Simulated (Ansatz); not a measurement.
# Structural relaxation of SiC(10-10)/MgS(100) interface (76 atoms)

How does SiC(10-10)/MgS(100) interface (76 atoms) relax, and what do bonds, charges and levels look like afterwards?

Method: Kohn-Sham DFT, PBE, PAW (set soft_2), plane waves, in Ansatz 0.2.0.

## 1. The structure

The cell holds 76 atoms: 24 Si, 24 C, 14 Mg and 14 S. Cell: a = 11.823 Å, b = 7.958 Å, c = 10.748 Å, α = 90.0°, β = 90.0°, γ = 98.0°. It derives from SiC and MgS. Wurtzite SiC(10-10), 2 repeat layers, 6 surface cells, strained -0.00 and +0.00 %; rock-salt MgS(100), 2 layers, 7 cells, +1.68 and -3.21 %; outer planes 2.43 Å apart and 2.15 Å at the second interface of the periodic stack; not relaxed, displaced by a Gaussian of 0.02 Å. Regions: SiC, 48 atoms (24 Si and 24 C); MgS, 28 atoms (14 Mg and 14 S).

Before any run, some limits are plain. The host structure and its lattice constant were typed by rule, without a check against the phase diagram.

## 2. Single point at the start

The forces at the start show how far the geometry lies from a minimum of this functional.

Input file input.yaml:

```yaml
crystal:
  lattice:
    - [11.8227, 0.0, 0.0]
    - [-1.10952, 7.88027, 0.0]
    - [0.0, 0.0, 10.74772]
  atoms:
    - { symbol: Si, position: [0.66589, 0.33604, 0.99843] }
    - { symbol: C, position: [0.7937, 0.46316, 0.08219] }
    - { symbol: Si, position: [0.9169, 0.33836, 0.08399] }
    - { symbol: C, position: [0.87493, 0.13036, 4.0e-05] }
    - { symbol: Si, position: [0.75322, 0.49907, 0.24663] }
    - { symbol: C, position: [0.70844, 0.29309, 0.33509] }
    - { symbol: Si, position: [0.83559, 0.1648, 0.33062] }
    - { symbol: C, position: [0.95773, 0.29252, 0.24775] }
    - { symbol: Si, position: [0.16502, 0.33146, 0.9981] }
    - { symbol: C, position: [0.29277, 0.45962, 0.08494] }
    - { symbol: Si, position: [0.41843, 0.3378, 0.07899] }
    - { symbol: C, position: [0.37568, 0.12489, 0.99625] }
    - { symbol: Si, position: [0.25142, 0.50328, 0.24918] }
    - { symbol: C, position: [0.20933, 0.29365, 0.33007] }
    - { symbol: Si, position: [0.33602, 0.17126, 0.32973] }
    - { symbol: C, position: [0.4602, 0.2968, 0.24687] }
    - { symbol: Si, position: [0.50335, 0.00407, 0.99962] }
    - { symbol: C, position: [0.62935, 0.13007, 0.08277] }
    - { symbol: Si, position: [0.75258, 0.00149, 0.08413] }
    - { symbol: C, position: [0.70965, 0.79391, 0.99921] }
    - { symbol: Si, position: [0.58621, 0.17144, 0.24612] }
    - { symbol: C, position: [0.5427, 0.96309, 0.33089] }
    - { symbol: Si, position: [0.66816, 0.83917, 0.33377] }
    - { symbol: C, position: [0.79179, 0.96245, 0.24986] }
    - { symbol: Si, position: [0.99967, 0.00297, 0.00174] }
    - { symbol: C, position: [0.12833, 0.12561, 0.08285] }
    - { symbol: Si, position: [0.25289, 0.00489, 0.08513] }
    - { symbol: C, position: [0.2075, 0.78804, 0.99966] }
    - { symbol: Si, position: [0.0826, 0.16906, 0.24701] }
    - { symbol: C, position: [0.04533, 0.95647, 0.33121] }
    - { symbol: Si, position: [0.16992, 0.83974, 0.33261] }
    - { symbol: C, position: [0.29353, 0.96144, 0.2473] }
    - { symbol: Si, position: [0.33594, 0.67225, 0.99978] }
    - { symbol: C, position: [0.46226, 0.79064, 0.08313] }
    - { symbol: Si, position: [0.58585, 0.67243, 0.08237] }
    - { symbol: C, position: [0.54256, 0.46161, 0.99908] }
    - { symbol: Si, position: [0.41666, 0.83531, 0.24734] }
    - { symbol: C, position: [0.37768, 0.62701, 0.33048] }
    - { symbol: Si, position: [0.50231, 0.50128, 0.3303] }
    - { symbol: C, position: [0.62744, 0.62628, 0.24978] }
    - { symbol: Si, position: [0.83391, 0.67076, 0.00244] }
    - { symbol: C, position: [0.95978, 0.79223, 0.08227] }
    - { symbol: Si, position: [0.08465, 0.6653, 0.08731] }
    - { symbol: C, position: [0.04356, 0.45922, 0.99867] }
    - { symbol: Si, position: [0.91716, 0.83523, 0.24527] }
    - { symbol: C, position: [0.87665, 0.62522, 0.3307] }
    - { symbol: Si, position: [0.00185, 0.5038, 0.32959] }
    - { symbol: C, position: [0.12753, 0.62475, 0.24637] }
    - { symbol: Mg, position: [0.49367, 0.46175, 0.55664] }
    - { symbol: S, position: [0.42179, 0.75042, 0.55606] }
    - { symbol: Mg, position: [0.4248, 0.75192, 0.80309] }
    - { symbol: S, position: [0.20931, 0.61117, 0.80263] }
    - { symbol: Mg, position: [0.20608, 0.60626, 0.55561] }
    - { symbol: S, position: [0.13648, 0.89124, 0.55499] }
    - { symbol: Mg, position: [0.13565, 0.88917, 0.79911] }
    - { symbol: S, position: [0.92296, 0.75357, 0.80382] }
    - { symbol: Mg, position: [0.92204, 0.74879, 0.55774] }
    - { symbol: S, position: [0.85136, 0.03514, 0.55933] }
    - { symbol: Mg, position: [0.85139, 0.04312, 0.79899] }
    - { symbol: S, position: [0.6366, 0.89575, 0.79861] }
    - { symbol: Mg, position: [0.63805, 0.89496, 0.55695] }
    - { symbol: S, position: [0.56481, 0.17809, 0.55388] }
    - { symbol: Mg, position: [0.56357, 0.18249, 0.80102] }
    - { symbol: S, position: [0.35117, 0.03664, 0.79717] }
    - { symbol: Mg, position: [0.34647, 0.03724, 0.56007] }
    - { symbol: S, position: [0.27654, 0.32342, 0.55349] }
    - { symbol: Mg, position: [0.28051, 0.32134, 0.80021] }
    - { symbol: S, position: [0.06538, 0.18049, 0.79865] }
    - { symbol: Mg, position: [0.06456, 0.17988, 0.55561] }
    - { symbol: S, position: [0.99297, 0.46908, 0.55609] }
    - { symbol: Mg, position: [0.9944, 0.4661, 0.80178] }
    - { symbol: S, position: [0.77828, 0.32284, 0.80124] }
    - { symbol: Mg, position: [0.77733, 0.32466, 0.55566] }
    - { symbol: S, position: [0.7121, 0.61033, 0.55793] }
    - { symbol: Mg, position: [0.70791, 0.60524, 0.80007] }
    - { symbol: S, position: [0.49145, 0.46972, 0.80153] }
kpoints:
  mp_grid: { grid: [1, 2, 1] }
hamiltonian:
  xc: pbe
scf:
  occupations: { method: gaussian, width: 0.025 }
output:
  forces: true
  stress: true
  populations: true
  dos:
    method: { smearing: { sigma: 0.15 } }
    de: 0.1
    projected:
      site_lists:
        C: [C]
        Mg: [Mg]
        S: [S]
        Si: [Si]
        SiC: [0, 1, 2, 3, 4, 5, 6, 7, 8, 9, 10, 11, 12, 13, 14, 15, 16, 17, 18, 19, 20, 21, 22, 23, 24, 25, 26, 27, 28, 29, 30, 31, 32, 33, 34, 35, 36, 37, 38, 39, 40, 41, 42, 43, 44, 45, 46, 47]
        MgS: [48, 49, 50, 51, 52, 53, 54, 55, 56, 57, 58, 59, 60, 61, 62, 63, 64, 65, 66, 67, 68, 69, 70, 71, 72, 73, 74, 75]
  eigenvalues: true
```

Started as:

```
$ ansatz run input.yaml --threads 4 --pin off --max-ram 8192MiB --backend cpu --events-out ev --progress --plain --runs-dir out
```

Numbers of over 12 decimals in the logs are rounded to 6 here.

What it wrote:

```text
Engine: ansatz 0.2.0, x86_64-unknown-linux-gnu
Pseudopotentials: kind: paw
Pseudopotential: Si, paw, valence charge 4, recommended cutoff 420 eV (normal), Si.paw.azcp
Pseudopotential: C, paw, valence charge 4, recommended cutoff 420 eV (normal), C.paw.azcp
Pseudopotential: Mg, paw, valence charge 10, recommended cutoff 420 eV (normal), Mg.paw.azcp
Pseudopotential: S, paw, valence charge 6, recommended cutoff 420 eV (normal), S.paw.azcp
[... 5 lines on functional and potentials left out ...]
Crystal: 76 atoms, lattice volume = 1001.323 Å³
Basis set: ecut = 420 eV, 19535 PW (Γ), exchange–correlation on 160×108×144 points (8 copies of the dense FFT grid, shifted against one another)
Bands: 284, of which v1, the nominal top of the filled ones, is band 208 counted from 1 (207 counted from 0)
Symmetry: 1 space group operations
Space group: P1 (ITA 1), of the structure as read, at distance tolerance 1.0e-4 Å
k-points: 2
[... 9 lines on functional and potentials left out ...]
Initial density: superposition of atomic densities (neutral atoms: chi_scale 0, normalization atom), corrected by the library's trained network
Initial wavefunctions: pseudopotential atomic-orbital guess
Functional: x = pbe(κ = 0.804, μ = 0.219515), c = pbe(β = 0.066725)
SCF iter   1: F=—  HF=-60851.398986 eV  |F-HF|=—  |Δ(HF+E_count)|=         —  Δρ=6.79e-3  dr2=1.61e0  ethr=1.77e-3  ⟨swp⟩=6.5  Hψ=2533  notcnv=0  defer=82
preconditioner: auto → Resta (q_TF=auto, 2.357 Å⁻¹)  ε∞=4.9  [insulator: Δε(μ)=0.031 eV  Ē_g=10.399 eV  σ=0.025 eV  W_gap=0.62  n_scr=204 (ndim 8)  ℏωp=20.5 eV  f_vac=0.000  D(μ)=30.52/eV (n_scr^D=200)  ε∞_Penn≈4.9]
SCF iter   2: F=—  HF=-60851.258900 eV  |F-HF|=—  |Δ(HF+E_count)|=   1.40e-1  Δρ=3.20e-3  dr2=1.93e-1  ethr=3.87e-4  ⟨swp⟩=1.0  Hψ=654  notcnv=0  defer=120
SCF iter   3: F=—  HF=-60851.240121 eV  |F-HF|=—  |Δ(HF+E_count)|=   1.88e-2  Δρ=1.91e-3  dr2=1.20e-1  ethr=4.64e-5  ⟨swp⟩=2.0  Hψ=471  notcnv=0  defer=136
SCF iter   4: F=—  HF=-60851.233280 eV  |F-HF|=—  |Δ(HF+E_count)|=   6.84e-3  Δρ=8.24e-4  dr2=1.32e-2  ethr=2.89e-5  ⟨swp⟩=2.0  Hψ=439  notcnv=0  defer=136
SCF iter   5: F=—  HF=-60851.232389 eV  |F-HF|=—  |Δ(HF+E_count)|=   8.91e-4  Δρ=2.65e-4  dr2=1.32e-3  ethr=3.17e-6  ⟨swp⟩=2.0  Hψ=446  notcnv=0  defer=136
SCF iter   6: F=—  HF=-60851.232366 eV  |F-HF|=—  |Δ(HF+E_count)|=   2.29e-5  Δρ=8.90e-5  dr2=1.08e-4  ethr=3.17e-7  ⟨swp⟩=3.0  Hψ=717  notcnv=0  defer=136
SCF iter   7: F=—  HF=-60851.232354 eV  |F-HF|=—  |Δ(HF+E_count)|=   1.21e-5  Δρ=2.81e-5  dr2=1.34e-5  ethr=2.60e-8  ⟨swp⟩=3.0  Hψ=747  notcnv=0  defer=136
SCF iter   8: F=—  HF=-60851.233975 eV  |F-HF|=—  |Δ(HF+E_count)|=   1.62e-3  Δρ=9.43e-6  dr2=1.37e-6  ethr=3.23e-9  ⟨swp⟩=2.0  Hψ=985  notcnv=0  defer=136
SCF iter   9: F=—  HF=-60851.233975 eV  |F-HF|=—  |Δ(HF+E_count)|=   2.15e-7  Δρ=3.14e-6  dr2=1.51e-7  ethr=3.29e-10  ⟨swp⟩=3.0  Hψ=785  notcnv=0  defer=136
SCF iter  10: F=-60851.233975 eV  HF=-60851.233975 eV  |F-HF|=2.26e-8  |Δ(HF+E_count)|=   2.42e-8  Δρ=1.16e-6  dr2=3.27e-8  ethr=2.40e-11  ⟨swp⟩=12.0  Hψ=2851  notcnv=0
SCF 1 converged in 10 iterations: F = -60851.233975 eV  dr2 = 3.27e-8
  greatest PAW one-centre occupation: 1.000 electrons in one spin orbital (limit 2), on the Mg atom at site 50 (counted from 0), in its partial waves of l = 0
SCF converged after 10 iterations
Free energy (F): -60851.233975 eV
Harris-Foulkes:  -60851.233975 eV  (|F-HF|=2.26e-8)
Internal energy: -60851.220092 eV  (E = F + TS)
E sigma→0 (E₀):  -60851.227033 eV
Entropy (-TS):   -0.013884 eV (-0.183 meV/atom)
Fermi energy:    9.034475 eV
--- Per-component energies (eV) ---
  E_band       = -3919.605270
  E_kinetic    = 5790.077207
  E_local      = -26962.916105  (includes V_loc(G=0)·N_el)
  E_nonlocal   = 2982.302243
  E_hartree    = 9659.620905
  E_xc         = -4297.795208
  E_vxc        = -4373.291368  (∫ρ·V_xc dr)
  E_paw        = -27181.124236  (= ΣΔE_a)
  E_vpaw       = -675.019105  (= ΣTr[D̂ρ^β])
  E_aug_tail   = 0.000292  (compensation charges beyond the density's cutoff)
  E_ewald      = -20841.385190
  E_smearing   = -0.013884  (= −TS)
  E_closure    = 0.000000  (closes the sum)
  Σ components = -60851.233975   (vs F -60851.233975, Δ=0.00e0)
--- Forces (eV/Å), atoms counted from 1 ---
  atom   1  Si     1.30744639     0.44668890     1.99616462
  atom   2  C     -0.71627240    -0.64225319    -1.57312637
  atom   3  Si     0.92721005    -0.46090332    -1.99783066
  atom   4  C      0.58247091    -1.73231015     1.00914563
  atom   5  Si     0.01545867     0.27709925     2.70845627
  atom   6  C      1.82022020    -0.30284706    -1.26024749
  atom   7  Si    -1.85077097     0.88693418    -1.38810802
  atom   8  C      0.69535328    -0.03737209     1.80161173
  atom   9  Si    -0.92014551     0.99416991     1.94834671
  atom  10  C      0.61884115     0.16784618    -1.67001618
  atom  11  Si    -0.73340328    -0.51709296    -0.02433005
  atom  12  C      1.02498259     0.40528766     1.12032725
  atom  13  Si     0.59160926    -0.58195579     1.60752627
  atom  14  C     -0.07078315    -0.36956082    -1.67219133
[...]
atom  75  Mg    -0.78060323     0.59559908    -1.35664714
  atom  76  S     -0.05531890    -0.42888871     0.94679519
  max |Σ_I F_I| component: 5.41e-5 eV/Å
--- Stress (GPa, compression-positive) ---
        0.899716      -0.033762       0.105851
       -0.033764       3.921797      -0.271546
        0.105851      -0.271546       5.446852
  P = ⅓ Tr σ = 3.4228 GPa (34.228 kbar)
--- Band table (eV) ---
  k-point 0: bands = ["-67.6797", "-67.5490", "-67.5255", "-67.3782", [... 268 levels ...], "14.9110", "14.9395", "14.9793", "15.1060", "15.1146", "15.1392", "15.1756", "15.2451", "15.2852", "15.3342", "15.3685", "15.4094"]
  k-point 1: bands = ["-67.6797", "-67.5490", "-67.5255", "-67.3782", [... 268 levels ...], "14.9118", "14.9648", "14.9937", "15.0680", "15.1591", "15.1780", "15.2241", "15.2638", "15.2912", "15.3223", "15.3707", "15.4338"]
--- Löwdin populations: 76 sites ---
  site symbol       q [e]
     0     Si      3.2572
     1      C      4.9637
     2     Si      2.9498
[...]
75      S      6.8051
  spilling = 0.011456 (of n_electrons = 416.000000)
```

The job ended after 15 s (4 threads of Intel Xeon Platinum 8488C (Sapphire Rapids), shared host; peak memory 2.9 GiB; 53 s of CPU time).

Numbers from this run:

```yaml
free_energy: -60851.2340 eV
free_energy_per_atom: -800.6741 eV/atom
scf_cycles: 10
pressure: 3.423 GPa
r_m_s_force_component: 1.048 eV/Å
longest_force: 3.108 eV/Å
fermi_energy: 9.034 eV
levels_partly_filled_by_over_2_per_cent: 3
spilling_of_the_projection: 0.01146
```

The r.m.s. force component of 1.0 eV/Å and the pressure of 3.4 GPa set the starting point.

Length of the force by element:

```
element  coordination  atoms  mean length of the force (eV/Å)  spread  least  most
      C           all     24                             1.62   0.603  0.357  2.86
     Mg           all     14                             1.35   0.599  0.541  2.66
      S           all     14                             1.14   0.424  0.380  2.06
     Si           all     24                             2.23   0.574  0.898  3.11
```

## 3. Relaxation

With the cell held, the atoms are moved downhill towards a nearby minimum.

input.yaml, the sections that differ from step 2:

```yaml
output:
  forces: true
relax:
  f_tol: 0.05
  max_steps: 200
# crystal, kpoints, hamiltonian, scf: as in step 2
```

What it wrote:

```text
[...]
Crystal: 76 atoms, lattice volume = 1001.323 Å³
Basis set: ecut = 420 eV, 19535 PW (Γ), exchange–correlation on 160×108×144 points (8 copies of the dense FFT grid, shifted against one another)
Bands: 284, of which v1, the nominal top of the filled ones, is band 208 counted from 1 (207 counted from 0)
Symmetry: 1 space group operations
[...]
k-points: 2
[...]
SCF iter   1: F=—  HF=-60851.398986 eV  |F-HF|=—  |Δ(HF+E_count)|=         —  Δρ=6.79e-3  dr2=1.61e0  ethr=1.77e-3  ⟨swp⟩=6.5  Hψ=2533  notcnv=0  defer=82
[...]
SCF iter   7: F=-60851.233968 eV  HF=-60851.233974 eV  |F-HF|=5.73e-6  |Δ(HF+E_count)|=   1.10e-5  Δρ=2.82e-5  dr2=1.35e-5  ethr=1.50e-8  ⟨swp⟩=2.0  Hψ=1438  notcnv=0
SCF 1 converged in 7 iterations: F = -60851.233968 eV  dr2 = 1.35e-5
[...]
relax step   1: F+E_penalty+E_count = -60851.23396828 eV  Δ(F+E_penalty+E_count) = +0.000e0 eV  max|allowed force component| = 2.930e0 eV/Å  Δτ_max = 0.0000 Å  (7 SCF iters, dr2 threshold 6.25e-5 eV, accepted)
[...]
relax step   2: F+E_penalty+E_count = -60858.60157585 eV  Δ(F+E_penalty+E_count) = -7.368e0 eV  max|allowed force component| = 1.812e0 eV/Å  Δτ_max = 0.1948 Å  (8 SCF iters, dr2 threshold 1.00e-4 eV, accepted)
[...]
relax step   3: F+E_penalty+E_count = -60861.86397426 eV  Δ(F+E_penalty+E_count) = -3.262e0 eV  max|allowed force component| = 1.770e0 eV/Å  Δτ_max = 0.1968 Å  (7 SCF iters, dr2 threshold 1.00e-4 eV, accepted)
relax step   4: F+E_penalty+E_count = -60863.05424965 eV  Δ(F+E_penalty+E_count) = -1.190e0 eV  max|allowed force component| = 9.780e-1 eV/Å  Δτ_max = 0.2000 Å  (6 SCF iters, dr2 threshold 1.00e-4 eV, accepted)
relax step   5: F+E_penalty+E_count = -60863.63358043 eV  Δ(F+E_penalty+E_count) = -5.793e-1 eV  max|allowed force component| = 1.538e0 eV/Å  Δτ_max = 0.1893 Å  (6 SCF iters, dr2 threshold 1.00e-4 eV, accepted)
relax step   6: F+E_penalty+E_count = -60863.86354422 eV  Δ(F+E_penalty+E_count) = -2.300e-1 eV  max|allowed force component| = 4.105e-1 eV/Å  Δτ_max = 0.0807 Å  (6 SCF iters, dr2 threshold 1.00e-4 eV, accepted)
relax step   7: F+E_penalty+E_count = -60863.72052408 eV  Δ(F+E_penalty+E_count) = +1.430e-1 eV  max|allowed force component| = 6.585e-1 eV/Å  Δτ_max = 0.2000 Å  (6 SCF iters, dr2 threshold 1.20e-5 eV, rejected (line search))
relax step   8: F+E_penalty+E_count = -60863.92619976 eV  Δ(F+E_penalty+E_count) = -6.266e-2 eV  max|allowed force component| = 6.285e-2 eV/Å  Δτ_max = 0.0695 Å  (8 SCF iters, accepted)
relax step   9: F+E_penalty+E_count = -60863.92060007 eV  Δ(F+E_penalty+E_count) = +5.600e-3 eV  max|allowed force component| = 1.103e-1 eV/Å  Δτ_max = 0.1000 Å  (7 SCF iters, rejected (line search))
[...]
relax step  10: F+E_penalty+E_count = -60863.93548787 eV  Δ(F+E_penalty+E_count) = -9.288e-3 eV  max|allowed force component| = 3.006e-2 eV/Å  Δτ_max = 0.0488 Å  (7 SCF iters, accepted)
SCF converged after 7 iterations
Free energy (F): -60863.935488 eV
[...]
Internal energy: -60863.935488 eV  (E = F + TS)
E sigma→0 (E₀):  -60863.935488 eV
Fermi energy:    9.191405 eV
[...]
--- Forces (eV/Å), atoms counted from 1 ---
  atom   1  Si     0.00129585    -0.00369381    -0.01665142
  atom   2  C      0.00153157    -0.00234463    -0.00695452
  atom   3  Si    -0.00541926    -0.00606440    -0.00460402
  atom   4  C     -0.00396467     0.00226079     0.00073427
  atom   5  Si    -0.00621546     0.00708750     0.00328182
  atom   6  C      0.00891586    -0.00569026    -0.00148289
  atom   7  Si    -0.00528686     0.00273555    -0.01156770
  atom   8  C      0.00343451    -0.00743184    -0.00090351
  atom   9  Si     0.00510267     0.00064467    -0.00160682
  atom  10  C      0.00021928     0.00135048    -0.00432539
  atom  11  Si    -0.00375883     0.00073094    -0.00681869
  atom  12  C     -0.01783667    -0.00833796    -0.00708934
  atom  13  Si     0.00419071     0.00443940    -0.00781836
  atom  14  C      0.01360444    -0.00639540     0.00771966
[...]
atom  75  Mg    -0.00749290    -0.00823426    -0.00094183
  atom  76  S     -0.00510718     0.00431550     0.01603976
  max |Σ_I F_I| component: 3.42e-5 eV/Å
--- Relaxed structure (10 steps of the walk, 8 accepted, 0 SCFs on fresh bases) ---
  F+E_penalty+E_count = -60863.93548787 eV   max|allowed force component| = 3.006e-2 eV/Å
  atoms:
    - { symbol: Si, position: [0.677447, 0.339438, 1.007254] }
    - { symbol: C, position: [0.799873, 0.463078, 0.085593] }
    - { symbol: Si, position: [0.920727, 0.333190, 0.081229] }
    - { symbol: C, position: [0.879550, 0.122741, 0.00293216] }
[...]
- { symbol: S, position: [0.488275, 0.478803, 0.847275] }
```

Wall time 63 s (4 threads); peak memory 3 GiB; 3.9 min of CPU time.

Step by step:

```
step  energy less that of the first step (eV)  largest force component (eV/Å)
   1                                   0.0000                          2.9299
   2                                  -7.3676                          1.8121
   3                                 -10.6300                          1.7701
   4                                 -11.8203                          0.9780
   5                                 -12.3996                          1.5381
   6                                 -12.6296                          0.4105
   7                                 -12.4866                          0.6585
   8                                 -12.6922                          0.0629
   9                                 -12.6866                          0.1103
  10                                 -12.7015                          0.0301
```

Relaxation steps 7, 9 were tried and not accepted.

The atoms that moved most (Å):

```
atom      dx      dy      dz  length
Mg69   0.233  -0.244  -0.479   0.586
 S72  -0.526   0.187   0.122   0.571
 S68  -0.082  -0.219  -0.496   0.549
Mg53   0.423  -0.270  -0.216   0.546
Mg73  -0.422   0.093  -0.288   0.520
 S54   0.285  -0.394  -0.179   0.518
 S76  -0.048   0.072   0.492   0.499
Mg75  -0.133   0.457  -0.002   0.476
```

The relaxation changed the energy by -167 meV/atom, and atoms moved by 0.28 Å r.m.s., 0.59 Å at most.

## 4. Structure statistics after relaxation

Density 2.90 g/cm³, 13.18 Å³ an atom.

g(r), total and by pair (bins of 0.2 Å):

```
r (Å)  total    C-C   C-Si  C-Mg   C-S  Si-Si  Si-Mg
 1.70   0.40   0.00   1.99  0.00  0.00   0.00   0.00
 1.90   2.91   0.00  14.39  0.00  0.36   0.00   0.00
 2.10   0.19   0.00   0.49  0.50  0.00   0.00   0.00
 2.30   0.29   0.00   0.00  0.71  0.00   0.00   0.00
 2.50   0.80   0.00   0.00  0.40  0.00   0.00   0.00
 2.70   0.46   0.00   0.00  0.33  0.00   0.18   0.33
 2.90   1.02   2.06   0.00  0.15  0.70   4.39   0.86
 3.10   3.03  13.49   1.05  0.48  0.59  10.96   1.11
 3.30   1.00   0.39   1.15  0.66  1.40   0.66   0.98
 3.50   1.52   0.00   4.13  0.79  1.07   0.00   0.77
 3.70   1.16   0.00   2.53  0.61  0.78   0.00   0.86
 3.90   0.48   0.00   0.00  0.84  0.31   0.27   0.84
 4.10   0.53   0.41   0.00  1.06  0.71   0.57   0.29
 4.30   0.96   1.41   1.34  0.38  0.39   1.25   0.45
 4.50   1.07   0.84   2.62  0.77  0.53   0.63   0.58
 4.70   0.94   0.00   3.26  0.59  0.48   0.00   0.48
 4.90   0.67   0.40   0.35  0.89  1.03   0.62   0.54
 5.10   0.89   1.65   0.03  0.82  0.69   1.96   0.95
 5.30   1.25   3.55   0.10  0.68  1.00   3.21   1.09
 5.50   0.94   0.47   0.86  0.94  1.14   0.33   1.29
 5.70   1.17   0.58   0.85  1.38  1.21   1.01   1.47
 5.90   1.25   2.82   0.71  0.95  1.16   2.15   0.92
 6.10   1.30   1.15   1.11  1.62  1.24   1.38   1.25
 6.30   1.11   0.14   1.46  1.44  1.31   0.18   1.25
 6.50   0.90   0.00   1.30  1.35  1.16   0.00   1.17
 6.70   0.74   0.00   0.47  1.21  1.38   0.00   1.06
 6.90   0.90   0.67   0.96  0.95  1.18   0.67   1.40
 7.10   0.72   0.11   0.48  1.31  0.99   0.35   0.98
```

(Part 1 of 2 ends here.)

[Logs are printed without paths, hosts, clocks, repeated set-up lines and the standing remarks that a program may print on its own settings, such as how far it seeks lower states.]

[Hosts, paths, dates, database ids (printed as entryN), source tags and the programs' standing remarks are cut or masked in the printed files.]
